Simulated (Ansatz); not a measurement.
**I on Rh(111): change of the work function**

How does one ordered layer of I (fcc site) change the work function of Rh(111), and what dipole does each adsorbate carry?

Method: plane-wave DFT, PBE, Ansatz PAW, in Ansatz 0.2.0.

### Step 1. The starting structure

The cell holds 4 atoms: 4 Rh. Its edges and angles: a = 2.687 Å, b = 2.687 Å, c = 24.582 Å, α = 90.0°, β = 90.0°, γ = 60.0°. Vacuum lies along c.

Coordinates:

```cif
data_structure
_symmetry_space_group_name_H-M 'P 1'
_symmetry_Int_Tables_number 1
_cell_length_a 2.6870
_cell_length_b 2.6870
_cell_length_c 24.5818
_cell_angle_alpha 90.000
_cell_angle_beta 90.000
_cell_angle_gamma 60.000
_cell_volume 153.70
loop_
_atom_site_label
_atom_site_type_symbol
_atom_site_fract_x
_atom_site_fract_y
_atom_site_fract_z
_atom_site_occupancy
Rh1 Rh 0.00000 0.00000 0.36612 1
Rh2 Rh 0.33333 0.33333 0.45537 1
Rh3 Rh 0.66667 0.66667 0.54463 1
Rh4 Rh 0.00000 0.00000 0.63388 1
```

### Step 2. The clean slab

The bare slab comes first, as the zero from which every change is counted. The two lowest layers are held at bulk places and the upper ones relax. The dipole correction removes the false field that a one-sided slab makes across the periodic vacuum, so each face gets a flat vacuum level of its own.

The input, input.yaml:

```yaml
crystal:
  lattice:
    - [2.6870057685, 0.0, 0.0]
    - [1.3435028843, 2.3270152556, 0.0]
    - [0.0, 0.0, 24.5817930688]
  atoms:
    - { symbol: Rh, position: [0.0, 0.0, 0.3661246344] }
    - { symbol: Rh, position: [0.3333333333, 0.3333333333, 0.4553748781] }
    - { symbol: Rh, position: [0.6666666667, 0.6666666667, 0.5446251219] }
    - { symbol: Rh, position: [0.0, 0.0, 0.6338753656] }
kpoints:
  mp_grid: { grid: [12, 12, 1] }
hamiltonian:
  xc: pbe
scf:
  occupations: { method: fermi_dirac, width: 0.1 }
  convergence: { dr2_threshold: 1.0e-08 }
efield:
  axis: 3
  dipole_correction: true
  ramp_position: 0.97
  ramp_width: 0.06
relax:
  f_tol: 0.02
  max_steps: 60
  constraints: [{ sites: [0, 1] }]
output:
  write_potential: true
  write_density: true
  volumetric_format: npy
```

Command:

```bash
$ ansatz run input.yaml --threads 4 --pin off --max-ram 6144MiB --backend cpu --events-out ev --progress --plain --runs-dir out
```

The log of the run:

```text
Engine: ansatz 0.2.0, x86_64-unknown-linux-gnu
Pseudopotentials: kind: paw
Pseudopotential: Rh, paw, valence charge 17, recommended cutoff 420 eV (normal), Rh.paw.azcp
Functional definition: PBE
  parameter kappa = 0.804
  parameter beta = 0.066725
  exchange = pbe_x(kappa = kappa, mu = beta*pi^2/3)
  correlation = pbe_c(beta = beta)
Crystal: 4 atoms, lattice volume = 153.703 Å³
Basis set: ecut = 420 eV, 3065 PW (Γ), exchange–correlation on 36×36×360 points (8 copies of the dense FFT grid, shifted against one another)
Bands: 41, of which v1, the nominal top of the filled ones, is band 34 counted from 1 (33 counted from 0)
Symmetry: 6 space group operations
k-points: 19 of 144 (time reversal used)
Non-local potential: Rh, projectors of the file, l = 0: 3, l = 1: 2, l = 2: 2, l = 3: 1
PAW form: soft (Blöchl's): semilocal exchange-correlation on the pseudo side does not see the compensation charge
PAW one-centre angular grid: Rh, 590 points (default); XC on 64 Gauss nodes
Initial density: superposition of atomic densities (neutral atoms: chi_scale 0, normalization atom), corrected by the library's trained network
Initial wavefunctions: pseudopotential atomic-orbital guess
Functional: x = pbe(κ = 0.804, μ = 0.219515), c = pbe(β = 0.066725)
SCF iter   1: F=—  HF=-25610.048055 eV  |F-HF|=—  |Δ(HF+E_count)|=         —  Δρ=3.00e-3  dr2=7.23e-3  ethr=1.77e-3  p=0.000 e·Å  D=2.32e-13 V/Å  ΔV_dip=-0.00 eV  dr2_dipole=1.99e-7  V_vac-E_F(+/−)=4.98/4.98 eV  ⟨swp⟩=8.3  Hψ=3723  notcnv=0  defer=3
efield: sawtooth ramp at fractional position 0.9700 (set: `efield.ramp_position`, or a place that a band, a saddle search or an elastic batch's reference lends), width 0.0600; the density the first Hamiltonian is built on has a dipole p = 0.000 e·Å; the dipole correction subtracts the counter field D = 2.32e-13 V/Å, which shifts the + side's vacuum level by -0.00 eV against the − side's; the planar-averaged density in the ramp window peaks in size at 3.7e-6 e/Å³
preconditioner: auto → LDOS  [metal: Δε(μ)=0.005 eV  Ē_g=5.586 eV  σ=0.100 eV  W_gap=0.01  n_scr=18 (ndim 8)  ℏωp=18.0 eV  f_vac=0.588  D(μ)=6.30/eV (n_scr^D=38)  β→1.0]
SCF iter   2: F=—  HF=-25610.050247 eV  |F-HF|=—  |Δ(HF+E_count)|=   2.19e-3  Δρ=1.42e-3  dr2=2.83e-3  ethr=1.06e-5  p=0.000 e·Å  D=2.16e-5 V/Å  ΔV_dip=-0.00 eV  dr2_dipole=2.85e-7  V_vac-E_F(+/−)=5.18/5.18 eV  ⟨swp⟩=3.2  Hψ=1977  notcnv=0  defer=5
SCF iter   3: F=—  HF=-25610.049784 eV  |F-HF|=—  |Δ(HF+E_count)|=   4.63e-4  Δρ=6.39e-4  dr2=1.01e-3  ethr=4.16e-6  p=0.000 e·Å  D=7.89e-6 V/Å  ΔV_dip=-0.00 eV  dr2_dipole=2.56e-8  V_vac-E_F(+/−)=5.16/5.16 eV  ⟨swp⟩=3.1  Hψ=1661  notcnv=0  defer=5
SCF iter   4: F=—  HF=-25610.049601 eV  |F-HF|=—  |Δ(HF+E_count)|=   1.83e-4  Δρ=2.42e-4  dr2=8.22e-5  ethr=1.49e-6  p=0.000 e·Å  D=4.71e-6 V/Å  ΔV_dip=-0.00 eV  dr2_dipole=6.39e-10  V_vac-E_F(+/−)=5.17/5.17 eV  ⟨swp⟩=2.0  Hψ=1119  notcnv=0  defer=5
SCF iter   5: F=—  HF=-25610.049584 eV  |F-HF|=—  |Δ(HF+E_count)|=   1.68e-5  Δρ=6.97e-5  dr2=8.05e-6  ethr=1.21e-7  p=0.000 e·Å  D=3.23e-6 V/Å  ΔV_dip=-0.00 eV  dr2_dipole=2.83e-10  V_vac-E_F(+/−)=5.17/5.17 eV  ⟨swp⟩=2.5  Hψ=1423  notcnv=0  defer=5
SCF iter   6: F=—  HF=-25610.049590 eV  |F-HF|=—  |Δ(HF+E_count)|=   5.71e-6  Δρ=1.34e-5  dr2=5.18e-7  ethr=1.18e-8  p=0.000 e·Å  D=1.21e-6 V/Å  ΔV_dip=-0.00 eV  dr2_dipole=2.44e-11  V_vac-E_F(+/−)=5.17/5.17 eV  ⟨swp⟩=2.1  Hψ=1268  notcnv=0  defer=5
SCF iter   7: F=—  HF=-25610.049590 eV  |F-HF|=—  |Δ(HF+E_count)|=   2.80e-7  Δρ=5.14e-6  dr2=1.24e-7  ethr=7.61e-10  p=0.000 e·Å  D=5.82e-7 V/Å  ΔV_dip=-0.00 eV  dr2_dipole=6.49e-12  V_vac-E_F(+/−)=5.17/5.17 eV  ⟨swp⟩=3.3  Hψ=1725  notcnv=0  defer=5
SCF iter   8: F=—  HF=-25610.049590 eV  |F-HF|=—  |Δ(HF+E_count)|=   5.13e-8  Δρ=1.84e-6  dr2=1.43e-8  ethr=1.82e-10  p=0.000 e·Å  D=2.20e-7 V/Å  ΔV_dip=-0.00 eV  dr2_dipole=2.16e-12  V_vac-E_F(+/−)=5.17/5.17 eV  ⟨swp⟩=2.1  Hψ=960  notcnv=0  defer=5
SCF iter   9: F=-25610.049590 eV  HF=-25610.049590 eV  |F-HF|=3.05e-9  |Δ(HF+E_count)|=   5.48e-9  Δρ=5.59e-7  dr2=7.75e-10  ethr=1.47e-11  p=0.000 e·Å  D=8.62e-8 V/Å  ΔV_dip=-0.00 eV  dr2_dipole=5.37e-13  V_vac-E_F(+/−)=5.17/5.17 eV  ⟨swp⟩=9.8  Hψ=5458  notcnv=0
SCF 1 converged in 9 iterations: F = -25610.049590 eV  dr2 = 7.75e-10
  greatest PAW one-centre occupation: 1.000 electrons in one spin orbital (limit 2), on the Rh atom at site 2 (counted from 0), in its partial waves of l = 0
relax step   1: F+E_penalty+E_count = -25610.04959025 eV  Δ(F+E_penalty+E_count) = +0.000e0 eV  max|allowed force component| = 3.499e-2 eV/Å  Δτ_max = 0.0000 Å  (9 SCF iters, accepted)
Initial density: handed on by an earlier stage of this run
Initial wavefunctions: those handed on with the density
iter 1 solved again at ethr=2.02e-5 eV; its pass at ethr=3.10e-3 eV (dr2=1.37e-2 eV) is discarded
SCF iter   1: F=—  HF=-25610.049955 eV  |F-HF|=—  |Δ(HF+E_count)|=         —  Δρ=1.41e-3  dr2=1.32e-2  ethr=2.02e-5  p=-0.000 e·Å  D=-1.69e-8 V/Å  ΔV_dip=0.00 eV  dr2_dipole=4.55e-3  V_vac-E_F(+/−)=5.17/5.17 eV  ⟨swp⟩=1.3  Hψ=2099  notcnv=0  defer=5
efield: sawtooth ramp at fractional position 0.9700 (set: `efield.ramp_position`, or a place that a band, a saddle search or an elastic batch's reference lends), width 0.0600; the density the first Hamiltonian is built on has a dipole p = -0.000 e·Å; the dipole correction subtracts the counter field D = -1.69e-8 V/Å, which shifts the + side's vacuum level by +0.00 eV against the − side's; the planar-averaged density in the ramp window peaks in size at 1.1e-6 e/Å³
preconditioner: auto → LDOS  [metal: Δε(μ)=0.011 eV  Ē_g=5.583 eV  σ=0.100 eV  W_gap=0.03  n_scr=18 (ndim 8)  ℏωp=18.0 eV  f_vac=0.589  D(μ)=6.28/eV (n_scr^D=38)  β→1.0]
SCF iter   2: F=—  HF=-25610.049808 eV  |F-HF|=—  |Δ(HF+E_count)|=   1.47e-4  Δρ=5.73e-4  dr2=4.48e-4  ethr=1.95e-5  p=-0.000 e·Å  D=-7.30e-5 V/Å  ΔV_dip=0.00 eV  dr2_dipole=6.03e-5  V_vac-E_F(+/−)=5.17/5.17 eV  ⟨swp⟩=1.2  Hψ=784  notcnv=0  defer=5
SCF iter   3: F=—  HF=-25610.049718 eV  |F-HF|=—  |Δ(HF+E_count)|=   9.01e-5  Δρ=3.44e-4  dr2=2.78e-4  ethr=6.58e-7  p=0.000 e·Å  D=3.36e-4 V/Å  ΔV_dip=-0.01 eV  dr2_dipole=5.68e-5  V_vac-E_F(+/−)=5.16/5.17 eV  ⟨swp⟩=3.8  Hψ=1939  notcnv=0  defer=5
SCF iter   4: F=—  HF=-25610.049676 eV  |F-HF|=—  |Δ(HF+E_count)|=   4.15e-5  Δρ=4.06e-5  dr2=4.97e-6  ethr=4.09e-7  p=0.000 e·Å  D=1.14e-4 V/Å  ΔV_dip=-0.00 eV  dr2_dipole=1.06e-8  V_vac-E_F(+/−)=5.17/5.17 eV  ⟨swp⟩=2.0  Hψ=1120  notcnv=0  defer=5
SCF iter   5: F=—  HF=-25610.049673 eV  |F-HF|=—  |Δ(HF+E_count)|=   2.84e-6  Δρ=1.60e-5  dr2=7.23e-7  ethr=7.30e-9  p=0.000 e·Å  D=1.16e-4 V/Å  ΔV_dip=-0.00 eV  dr2_dipole=1.35e-8  V_vac-E_F(+/−)=5.17/5.17 eV  ⟨swp⟩=3.6  Hψ=1771  notcnv=0  defer=5
SCF iter   6: F=—  HF=-25610.049674 eV  |F-HF|=—  |Δ(HF+E_count)|=   4.90e-7  Δρ=5.88e-6  dr2=1.11e-7  ethr=1.06e-9  p=0.000 e·Å  D=1.19e-4 V/Å  ΔV_dip=-0.00 eV  dr2_dipole=8.67e-9  V_vac-E_F(+/−)=5.17/5.17 eV  ⟨swp⟩=2.1  Hψ=1046  notcnv=0  defer=5
SCF iter   7: F=-25610.049674 eV  HF=-25610.049674 eV  |F-HF|=3.74e-8  |Δ(HF+E_count)|=   1.27e-7  Δρ=1.68e-6  dr2=5.93e-9  ethr=1.47e-11  p=0.000 e·Å  D=1.18e-4 V/Å  ΔV_dip=-0.00 eV  dr2_dipole=1.50e-11  V_vac-E_F(+/−)=5.17/5.17 eV  ⟨swp⟩=8.7  Hψ=6142  notcnv=0
SCF 2 converged in 7 iterations: F = -25610.049674 eV  dr2 = 5.93e-9
relax step   2: F+E_penalty+E_count = -25610.04967410 eV  Δ(F+E_penalty+E_count) = -8.384e-5 eV  max|allowed force component| = 2.244e-2 eV/Å  Δτ_max = 0.0127 Å  (7 SCF iters, accepted)
SCF iter   1: F=—  HF=-25610.049762 eV  |F-HF|=—  |Δ(HF+E_count)|=         —  Δρ=5.17e-4  dr2=1.81e-3  ethr=2.64e-5  p=0.000 e·Å  D=1.18e-4 V/Å  ΔV_dip=-0.00 eV  dr2_dipole=6.21e-4  V_vac-E_F(+/−)=5.17/5.17 eV  ⟨swp⟩=2.1  Hψ=1238  notcnv=0  defer=5
efield: sawtooth ramp at fractional position 0.9700 (set: `efield.ramp_position`, or a place that a band, a saddle search or an elastic batch's reference lends), width 0.0600; the density the first Hamiltonian is built on has a dipole p = 0.000 e·Å; the dipole correction subtracts the counter field D = 1.18e-4 V/Å, which shifts the + side's vacuum level by -0.00 eV against the − side's; the planar-averaged density in the ramp window peaks in size at 9.0e-7 e/Å³
preconditioner: auto → LDOS  [metal: Δε(μ)=0.011 eV  Ē_g=5.578 eV  σ=0.100 eV  W_gap=0.03  n_scr=18 (ndim 8)  ℏωp=18.0 eV  f_vac=0.589  D(μ)=6.28/eV (n_scr^D=38)  β→1.0]
SCF iter   2: F=—  HF=-25610.049748 eV  |F-HF|=—  |Δ(HF+E_count)|=   1.39e-5  Δρ=1.96e-4  dr2=5.12e-5  ethr=2.66e-6  p=0.000 e·Å  D=1.57e-4 V/Å  ΔV_dip=-0.00 eV  dr2_dipole=7.88e-6  V_vac-E_F(+/−)=5.17/5.17 eV  ⟨swp⟩=1.2  Hψ=936  notcnv=0  defer=5
SCF iter   3: F=—  HF=-25610.049735 eV  |F-HF|=—  |Δ(HF+E_count)|=   1.30e-5  Δρ=1.13e-4  dr2=3.33e-5  ethr=7.53e-8  p=0.000 e·Å  D=2.72e-6 V/Å  ΔV_dip=-0.00 eV  dr2_dipole=7.50e-6  V_vac-E_F(+/−)=5.17/5.17 eV  ⟨swp⟩=3.4  Hψ=1734  notcnv=0  defer=5
SCF iter   4: F=—  HF=-25610.049730 eV  |F-HF|=—  |Δ(HF+E_count)|=   4.78e-6  Δρ=1.39e-5  dr2=6.44e-7  ethr=4.89e-8  p=0.000 e·Å  D=7.60e-5 V/Å  ΔV_dip=-0.00 eV  dr2_dipole=1.25e-8  V_vac-E_F(+/−)=5.17/5.17 eV  ⟨swp⟩=2.0  Hψ=1111  notcnv=0  defer=5
SCF iter   5: F=—  HF=-25610.049722 eV  |F-HF|=—  |Δ(HF+E_count)|=   8.59e-6  Δρ=5.63e-6  dr2=9.29e-8  ethr=9.47e-10  p=0.000 e·Å  D=7.48e-5 V/Å  ΔV_dip=-0.00 eV  dr2_dipole=3.72e-9  V_vac-E_F(+/−)=5.17/5.17 eV  ⟨swp⟩=3.6  Hψ=1647  notcnv=0  defer=5
SCF iter   6: F=—  HF=-25610.049722 eV  |F-HF|=—  |Δ(HF+E_count)|=   1.30e-7  Δρ=1.95e-6  dr2=1.17e-8  ethr=1.37e-10  p=0.000 e·Å  D=7.30e-5 V/Å  ΔV_dip=-0.00 eV  dr2_dipole=7.11e-10  V_vac-E_F(+/−)=5.17/5.17 eV  ⟨swp⟩=2.2  Hψ=1099  notcnv=0  defer=5
SCF iter   7: F=-25610.049722 eV  HF=-25610.049722 eV  |F-HF|=9.60e-9  |Δ(HF+E_count)|=   1.97e-8  Δρ=6.12e-7  dr2=1.04e-9  ethr=1.47e-11  p=0.000 e·Å  D=7.30e-5 V/Å  ΔV_dip=-0.00 eV  dr2_dipole=6.20e-14  V_vac-E_F(+/−)=5.17/5.17 eV  ⟨swp⟩=9.7  Hψ=5421  notcnv=0
SCF 3 converged in 7 iterations: F = -25610.049722 eV  dr2 = 1.04e-9
relax step   3: F+E_penalty+E_count = -25610.04972167 eV  Δ(F+E_penalty+E_count) = -4.757e-5 eV  max|allowed force component| = 3.973e-4 eV/Å  Δτ_max = 0.0047 Å  (7 SCF iters, accepted)
NSCF: frozen V_eff on 19 k-points
the band table was solved once a step of the walk had ended and its energy, with any forces and stress, was formed, with the checks that follow a solve (3908 applications of the Hamiltonian). They found nothing against the state; the energy, forces and stress were not computed again (output.eigenvalues in the input reference)
WARN: The output density's exchange-correlation potential varies sharply where the density is thin. Do not read a vacuum level from v_tot or v_xc, or from such a field of the output density. On a cell that repeats whose density bears no net charge and no dipole along the vacuum's axis use v_es (v_loc + v_h of the components); under efield.dipole_correction with no amplitude use v_es + v_field, which holds any externa [...]
SCF converged after 7 iterations
Free energy (F): -25610.049722 eV
Harris-Foulkes:  -25610.049722 eV  (|F-HF|=9.60e-9)
Internal energy: -25609.837670 eV  (E = F + TS)
E sigma→0 (E₀):  -25609.943696 eV
Entropy (-TS):   -0.212052 eV (-53.013 meV/atom)
Fermi energy:    4.706112 eV
Dipole field:    D = 0.000073 V/Å  (p = 0.000062 e·Å, saw-weighted, corrected)
Work function:   Φ+ = 5.1674 eV   Φ− = 5.1692 eV
Levels:          The Fermi level and band energies are counted from a zero that moves with the ramp; work functions are not
--- Per-component energies (eV) ---
  E_band       = -1526.571692
  E_kinetic    = 2290.090187
  E_local      = -122491.003632  (includes V_loc(G=0)·N_el)
  E_nonlocal   = 1421.302647
  E_hartree    = 59724.727741
  E_xc         = -884.908045
  E_vxc        = -1110.509521  (∫ρ·V_xc dr)
  E_paw        = -14348.611589  (= ΣΔE_a)
  E_vpaw       = -1085.912724  (= ΣTr[D̂ρ^β])
  E_aug_tail   = 0.003404  (compensation charges beyond the density's cutoff)
  E_efield     = 0.000000  (sawtooth field / dipole correction)
  E_vefield    = 0.000015  (∫n·V_field dr)
  E_ewald      = 48678.561617
  E_smearing   = -0.212052  (= −TS)
  E_closure    = 0.000000  (closes the sum)
  Σ components = -25610.049722   (vs F -25610.049722, Δ=0.00e0)
--- Forces (eV/Å), atoms counted from 1 ---
  atom   1  Rh    -0.00000000     0.00000000     0.03097918
  atom   2  Rh     0.00000000    -0.00000000    -0.03084722
  atom   3  Rh    -0.00000000     0.00000000    -0.00039729
  atom   4  Rh     0.00000000    -0.00000000     0.00027285
  max |Σ_I F_I| component: 7.52e-6 eV/Å
--- Band table (eV; the first three rows and the last of 19) ---
  k-point 0: bands = [... 30 lower, 2.7526, 3.6994, 3.6994, 3.9980, 3.9980, 4.7099, 4.7099, 4.8205, ... 3 higher]
  k-point 1: bands = [... 30 lower, 2.5536, 3.5756, 3.5774, 3.8488, 4.0260, 4.1381, 4.5315, 4.7073, ... 3 higher]
  k-point 2: bands = [... 30 lower, 2.9651, 3.0842, 3.3252, 3.5013, 3.8110, 4.0323, 4.6964, 5.0882, ... 3 higher]
  k-point 18: bands = [... 30 lower, 3.6443, 3.6486, 4.5244, 4.8653, 4.9521, 4.9529, 11.6585, 11.8523, ... 3 higher]
--- Relaxed structure (3 steps of the walk, 3 accepted, 0 SCFs on fresh bases) ---
  F+E_penalty+E_count = -25610.04972167 eV   max|allowed force component| = 3.973e-4 eV/Å
  atoms:
    - { symbol: Rh, position: [0.0, 0.0, 0.3661246344] }
    - { symbol: Rh, position: [0.333333, 0.333333, 0.455375] }
    - { symbol: Rh, position: [0.666667, 0.666667, 0.544472] }
    - { symbol: Rh, position: [0, 0, 0.633551] }
```

The job ended after 7.7 s (4 threads of Intel Xeon Platinum 8375C at 2.90GHz (Ice Lake), shared host; peak memory 0.55 GiB).

Step by step:

```csv
step,energy less that of the first step (eV),largest force component (eV/Å)
1,0.0000,0.0350
2,-0.0001,0.0224
3,-0.0001,0.0004
```

Forces are held to the 6 operations that the program found; a distortion that breaks them can't arise in this run.

Read from the output:

| Property | Result |
| --- | --- |
| energy at zero smearing | -25609.9437 eV |
| work function, upper face | 5.167 eV |
| dipole along the normal | 6.23e-5 e·Å |

Running mean over 2.194 Å of the planar mean; the ramp of the sawtooth is left out. Table of electron's electrostatic potential energy less the Fermi level by z:

```csv
z (Å),electron's electrostatic potential energy less the Fermi level (eV)
4,5.17
5,5.16
6,5.10
7,4.16
8,-5.57
9,-12.7
10,-13.1
11,-13.2
12,-13.3
13,-13.3
14,-13.2
15,-13.0
16,-11.5
17,0.143
18,4.85
19,5.14
20,5.17
21,5.17
```

The relaxation took 3 steps and lowered the energy by 1.3e-4 eV; the largest force on the free atoms ends at 4.0e-4 eV/Å.

The work function of the upper face is 5.17 eV.

(Part 1 of 2 ends here.)

[Long decimals in the printed logs are rounded to 6 places.]

[Logs are printed without paths, hosts, clocks, repeated set-up lines and the standing remarks that a program may print on its own settings, such as how far it seeks lower states.]

[Hosts, paths, dates, database ids (printed as entryN), source tags and the programs' standing remarks are cut or masked in the printed files.]

[Maps of the electrostatic potential energy from Ansatz leave out the sawtooth potential of an applied field or a dipole correction, so their vacuum need not be flat; planar profiles and work functions include it.]
